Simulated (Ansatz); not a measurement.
# Quasiparticle gap of AlGaAs2 (zincblende [001] superlattice), part 3 of 4

Wanted: the gap of AlGaAs2 (zincblende [001] superlattice) with a many-body correction, and the time that it takes.

Ansatz 0.2.0; PBEsol, then G0W0 on it, plane waves, PAW. Known limits of the many-body steps: finite bands, screening cutoff and k mesh; no spin-orbit coupling in G0W0; d shells not analysed.

So far. Step 2 (Relaxing the structure): The program's warnings for this run: band table not solved further; pseudo functional mismatch. Step 3 (Bands along the symmetry lines): Over mesh and path the gap is 1.021 eV, direct, at k = Γ. The program's warnings for this run: pseudo functional mismatch; structure snapped to symmetry.

## 4. The quasiparticle correction

G0W0 replaces the xc potential by a self-energy built once from the orbitals of the start. Levels are corrected in the window of bands that the input names, at points of the mesh.

This step: G0W0 on PBEsol, plane waves, PAW.

Contents of input.yaml:

```yaml
crystal:
  lattice:
    - [4.0120568347, 0.0, 0.0]
    - [0.0, 4.0120657245, 0.0]
    - [0.0, 0.0, 22.6169602797]
  atoms:
    - { symbol: Ga, position: [0.0, 0.0, 0.0315181048] }
    - { symbol: As, position: [0.5, 0.0, 0.0938475488] }
    - { symbol: Ga, position: [0.5, 0.5, 0.1561486765] }
    - { symbol: As, position: [0.0, 0.5, 0.2184741997] }
    - { symbol: Ga, position: [0.0, 0.0, 0.2807996335] }
    - { symbol: As, position: [0.5, 0.0, 0.3431016581] }
    - { symbol: Ga, position: [0.5, 0.5, 0.4054318278] }
    - { symbol: As, position: [0.0, 0.5, 0.4679745625] }
    - { symbol: Al, position: [0.0, 0.0, 0.530448847] }
    - { symbol: As, position: [0.5, 0.0, 0.5931129802] }
    - { symbol: Al, position: [0.5, 0.5, 0.6557939602] }
    - { symbol: As, position: [0.0, 0.5, 0.718476722] }
    - { symbol: Al, position: [0.0, 0.0, 0.7811591182] }
    - { symbol: As, position: [0.5, 0.0, 0.8438399161] }
    - { symbol: Al, position: [0.5, 0.5, 0.906503132] }
    - { symbol: As, position: [0.0, 0.5, 0.9689765207] }
kpoints:
  mp_grid: { grid: [4, 4, 2] }
hamiltonian:
  xc: pbesol
  pseudopotentials: { kind: paw, azcp: { folder: "./paw" } }
scf:
  occupations: { method: fixed }
gw:
  n_empty_bands: 1086
  ecut_chi: 120.0
  qp_bands: [v4, c4]
  qp_kpoints: band_edges
  screening: { model: contour_deformation }
```

Command:

```bash
ansatz run input.yaml --threads 3 --pin off --max-ram 92160MiB --backend cuda --events-out ev --progress --plain --runs-dir out --devices 1 --max-vram 13GiB
```

Numbers of over 12 decimals in the logs are rounded to 6 here.

What it wrote:

```text
[...]
GPUs: using 1 of 1 available (devices: 1).
[...]
GPU FFT provider: cuFFT
GPU libraries: cuBLAS 13.8.2, cuFFT 12.4.0, cuSOLVER 12.3.4
Crystal: 16 atoms, lattice volume = 364.057 Å³
Basis set: ecut = 420 eV, 7107 PW (Γ)
Bands: 111, of which v1, the nominal top of the filled ones, is band 92 counted from 1 (91 counted from 0)
Symmetry: 8 space group operations
[...]
k-points: 12 of 32
[...]
GPU buffer pool allocated for 116640 grid points (all kernels)
[...]
SCF iter   1: F=—  HF=-55582.441501 eV  |F-HF|=—  |Δ(HF+E_count)|=         —  Δρ=4.17e-2  dr2=7.68e0  ethr=3.10e-3  ⟨swp⟩=4.6  Hψ=4167  notcnv=0  defer=184
[...]
SCF iter  11: F=-55580.882996 eV  HF=-55580.882996 eV  |F-HF|=2.98e-9  |Δ(HF+E_count)|=   2.04e-8  Δρ=1.67e-6  dr2=1.92e-8  ethr=4.32e-11  ⟨swp⟩=3.0  Hψ=3360  notcnv=0
SCF 1 converged in 11 iterations: F = -55580.882996 eV  dr2 = 1.92e-8
[...]
the band table was solved once the SCF had ended and its energy, with any forces and stress, was formed, with the checks that follow a solve (5029 applications of the Hamiltonian). They found nothing against the state; the energy, forces and stress were not computed again (output.eigenvalues in the input reference)
[...]
G₀W₀ screening: q 1/12
[... further progress lines ...]
SCF converged after 11 iterations
Free energy (F): -55580.882996 eV
[...]
Internal energy: -55580.882996 eV  (E = F + TS)
E sigma→0 (E₀):  -55580.882996 eV
Fermi energy:    6.902140 eV
[...]
--- Band table (eV; the first three rows and the last of 12) ---
  k-point 0: bands = [... 88 lower, 6.2802, 6.8687, 6.9021, 6.9021, 7.9135, 8.0899, 8.3537, 8.4880, ... 15 higher]
  k-point 1: bands = [... 88 lower, 6.5442, 6.5442, 6.8319, 6.8319, 8.0597, 8.3142, 8.3943, 8.6291, ... 15 higher]
  k-point 2: bands = [... 88 lower, 6.2800, 6.2890, 6.3059, 6.6766, 8.6499, 8.6951, 8.8533, 9.0968, ... 15 higher]
  k-point 11: bands = [... 88 lower, 4.2935, 4.3093, 4.3128, 4.3213, 8.2936, 8.3506, 8.6350, 8.6642, ... 15 higher]
--- G₀W₀: contour deformation, 7 samples at zero and on the imaginary axis and 1 off it, 32 q-points, 1086 empty bands' worth ---
  eigenvalues of the whole cell's RPA ε∞ on this k-mesh (on a slab, of 1 + 4πα/V) = 12.9114, 17.3431, 17.3431; static W/v taken at q = 0 is 0.033769
  gw.qp_kpoints: band_edges: 8 of 12 stored k-points solved, in 1 pass; an edge of the gap read off the rows below is read off those points alone
    valence top: of the k-points left out ik 7 came nearest to being solved in a further pass, in band 92 (counted from 1, as in the quasiparticle table): it holds the edge there only if its correction is more favourable than any solved in that band by at least 0.996 eV; those differ by 0.110 eV
    conduction bottom: of the k-points left out ik 6 came nearest to being solved in a further pass, in band 93 (counted from 1, as in the quasiparticle table): it holds the edge there only if its correction is more favourable than any solved in that band by at least 0.971 eV; those differ by 0.284 eV
    ik  band        ε_KS         Σx   Σc(E_QP)       V_xc       Z   E_QP_lin       E_QP  E_QP is
     0    89      6.2802   -15.9548     1.3285   -14.1134  0.7610     5.7627     5.7673  root
     0    90      6.8687   -15.7919     0.6263   -14.7173  0.7726     6.4182     6.4203  root
     0    91      6.9021   -16.5088     1.1095   -14.9109  0.7683     6.4105     6.4138  root
     0    92      6.9021   -16.5088     1.1095   -14.9109  0.7683     6.4105     6.4138  root
     0    93      7.9135   -10.6531    -3.4494   -14.4719  0.7834     8.2843     8.2829  root
     0    94      8.0899    -6.3459    -3.7461   -10.2384  0.7830     8.2365     8.2362  root
     0    95      8.3537    -6.6628    -3.7942   -10.5792  0.7823     8.4761     8.4758  root
     0    96      8.4880    -7.0338    -3.7928   -10.9373  0.7852     8.5989     8.5986  root
     1    89      6.5442   -15.9235     1.2423   -14.1549  0.7641     6.0130     6.0179  root
     1    90      6.5442   -15.9235     1.2423   -14.1549  0.7641     6.0130     6.0179  root
     1    91      6.8319   -16.5032     1.1200   -14.9034  0.7677     6.3488     6.3520  root
     1    92      6.8319   -16.5032     1.1200   -14.9034  0.7677     6.3488     6.3520  root
     1    93      8.0597    -5.7777    -3.7626    -9.6523  0.7828     8.1718     8.1716  root
     1    94      8.3142    -9.1628    -3.5093   -12.8867  0.7804     8.5294     8.5288  root
     1    95      8.3943    -8.1755    -3.6277   -11.9500  0.7833     8.5414     8.5411  root
     1    96      8.6291    -7.9420    -3.7679   -11.8850  0.7795     8.8047     8.8043  root
     2    89      6.2800   -16.1324     1.3648   -14.2495  0.7613     5.7570     5.7620  root
     2    90      6.2890   -15.7739     1.0684   -14.2106  0.7661     5.7905     5.7940  root
     2    91      6.3059   -15.8256     1.0578   -14.2774  0.7664     5.8121     5.8155  root
     2    92      6.6766   -16.5114     1.2196   -14.7966  0.7659     6.1777     6.1813  root
     2    93      8.6499    -9.1712    -3.7666   -13.2220  0.7798     8.9351     8.9341  root
     2    94      8.6951    -9.5224    -3.7564   -13.5856  0.7792     9.0031     9.0019  root
     2    95      8.8533    -6.6948    -3.9101   -10.7743  0.7790     9.0232     9.0227  root
     2    96      9.0968    -7.4377    -3.9672   -11.5857  0.7766     9.2782     9.2777  root
     3    89      6.0739   -15.6716     1.0738   -14.1297  0.7645     5.6024     5.6058  root
     3    90      6.1044   -15.7173     1.0692   -14.1856  0.7646     5.6386     5.6418  root
     3    91      6.4297   -16.0491     1.3208   -14.1949  0.7626     5.8913     5.8962  root
     3    92      6.6469   -16.5455     1.2252   -14.8307  0.7657     6.1538     6.1574  root
     3    93      8.7441    -9.0361    -3.7724   -13.0629  0.7784     8.9994     8.9985  root
     3    94      8.8492    -9.9284    -3.7726   -13.9995  0.7767     9.1490     9.1477  root
     3    95      8.8664    -6.9979    -3.8930   -11.0737  0.7780     9.0496     9.0491  root
     3    96      8.9902    -7.3758    -3.9371   -11.4745  0.7798     9.1522     9.1518  root
     4    89      5.8873   -15.7344     1.2376   -13.9782  0.7625     5.3645     5.3687  root
     4    90      5.8931   -15.7516     1.2371   -13.9978  0.7624     5.3723     5.3765  root
     4    91      5.9086   -16.2910     1.5118   -14.2682  0.7587     5.3930     5.3977  root
     4    92      5.9139   -16.3350     1.5126   -14.3120  0.7588     5.3986     5.4034  root
     4    93      8.2405    -9.4066    -3.6400   -13.3293  0.7825     8.5242     8.5233  root
     4    94      8.2681    -9.3816    -3.6396   -13.3036  0.7824     8.5515     8.5506  root
     4    95      9.2529    -9.2724    -4.0132   -13.5654  0.7698     9.5335     9.5327  root
     4    96      9.2643    -9.2348    -4.0114   -13.5275  0.7701     9.5467     9.5456  root
[...]
10    93      8.1345    -5.9977    -3.6271    -9.7101  0.7875     8.2199     8.2198  root
    10    94      8.1648    -6.0551    -3.6291    -9.7678  0.7878     8.2486     8.2485  root
    10    95      8.7329    -7.4928    -3.6857   -11.3315  0.7841     8.8861     8.8858  root
    10    96      8.7329    -7.4928    -3.6857   -11.3315  0.7841     8.8861     8.8858  root
    11    89      4.2935   -15.2303     1.9240   -12.7767  0.7376     3.7564     3.7640  root
    11    90      4.3093   -15.0984     1.9585   -12.5616  0.7372     3.7220     3.7310  root
    11    91      4.3128   -15.2227     1.9314   -12.7591  0.7371     3.7729     3.7806  root
    11    92      4.3213   -15.0805     1.9655   -12.5255  0.7377     3.7226     3.7319  root
    11    93      8.2936    -5.9212    -3.6742    -9.6892  0.7839     8.3875     8.3873  root
    11    94      8.3506    -5.9525    -3.6835    -9.7290  0.7837     8.4438     8.4436  root
    11    95      8.6350    -6.7384    -3.7042   -10.5193  0.7875     8.7118     8.7117  root
    11    96      8.6642    -6.7085    -3.7114   -10.4971  0.7867     8.7415     8.7414  root
```

The job ended after 3.3 min (1 × NVIDIA H100 80GB HBM3 (shared by 6 runs) with 3 threads of AMD EPYC 7R13 (Zen 3), shared host; peak memory 5.2 GiB; 4.4 min of CPU time).

Numbers from this step:

- bands summed: 1178
- RPA ε∞ on this mesh (eigenvalues): 12.91, 17.34, 17.34
- plane waves in the screening matrix: 1069
- q-points in the mesh: 32
- G0W0 gap over the corrected points: 1.751 eV
- k of the valence top: 0, 0, 0
- k of the conduction bottom: 0, 0, -0.5
- starting gap on the mesh: 1.011 eV
- Z at the valence top: 0.7726
- Z at the conduction bottom: 0.7828
- least direct G0W0 gap over the corrected points: 1.816 eV

Over 8 of 12 irreducible mesh points the G0W0 gap is 1.751 eV, from k = Γ to k = (0.000, 0.000, -0.500). The PBEsol gap of this run on the mesh is 1.011 eV. Other states bound it: the two that bound the G0W0 gap lie 1.191 eV apart in PBEsol, so state for state the correction is 1.751 − 1.191 = +0.560 eV, while gap against gap it is 1.751 − 1.011 = +0.740 eV. The start of this run differs from the step before in mesh (6×6×2 and 4×4×2). The program's warnings for this run: pseudo functional mismatch; structure snapped to symmetry.

Labels follow the order of the start: v1 is the top filled band, c1 the lowest empty one; levels that stay degenerate share a row, the window can cut a multiplet, doubted levels are not marked in this list, bands outside the window were not corrected, and the list may be a part of the corrected levels. Levels before and after the correction, in eV, zero at the valence-band top of each column:

```
           conduction bottom  valence top
Kohn-Sham               1.01         0.00
     G0W0               1.75         0.00
```

```
                      level  occupation  energy (eV)
Kohn-Sham              Γ v3           2       -0.033
Kohn-Sham           Γ v2-v1           2        0.000
Kohn-Sham              Γ c1           0        1.011
Kohn-Sham              Γ c2           0        1.188
Kohn-Sham              Γ c3           0        1.452
Kohn-Sham     (0 0 -0.5) v3           2       -0.358
Kohn-Sham  (0 0 -0.5) v2-v1           2       -0.070
Kohn-Sham     (0 0 -0.5) c1           0        1.158
Kohn-Sham     (0 0 -0.5) c2           0        1.412
Kohn-Sham     (0 0 -0.5) c3           0        1.492
     G0W0              Γ v3           2        0.000
     G0W0           Γ v2-v1           2       -0.007
     G0W0              Γ c1           0        1.863
     G0W0              Γ c2           0        1.816
     G0W0              Γ c3           0        2.055
     G0W0     (0 0 -0.5) v3           2       -0.402
     G0W0  (0 0 -0.5) v2-v1           2       -0.068
     G0W0     (0 0 -0.5) c1           0        1.751
     G0W0     (0 0 -0.5) c2           0        2.108
     G0W0     (0 0 -0.5) c3           0        2.121
```

The parts of the quasiparticle energy for the two states that bound the G0W0 gap, in eV on the run's own scale (QP = start + Σx + Σc − Vxc, with Σc at the quasiparticle energy):

```
             edge                       k  band  start       Σx      Σc      Vxc      Z     QP
      valence top                       Γ    90  6.869  −15.792   0.626  −14.717  0.773  6.420
conduction bottom  (0.000, 0.000, -0.500)    93  8.060   −5.778  −3.763   −9.652  0.783  8.172
```

(Continued in part 4 of 4.)

[Paths, hosts, dates, memory and timing lines, banners, echoed tables and standing remarks are left out of the program output.]

[Logs are printed without paths, hosts, clocks, repeated set-up lines and the standing remarks that a program may print on its own settings, such as how far it seeks lower states.]

[Runs of the session that timed out or met a known fault of the program may be left out.]

[Cells called generated may have been cut or substituted from an entry of the Crystallography Open Database or the Materials Project.]

[Hosts, paths, dates, database ids (printed as entryN), source tags and the programs' standing remarks are cut or masked in the printed files.]

[Where an RPA ε∞ is given, it is that of the G0W0 mesh and is not shown converged in it. Names of k-points follow the symmetry that the program found, which can be lower than the space group named. Band edges on a path are those of the sampled points; other points can move an edge, and change direct to indirect where valleys lie close.]

[Hybrid gaps are those of their k-mesh and are not shown converged in it.]
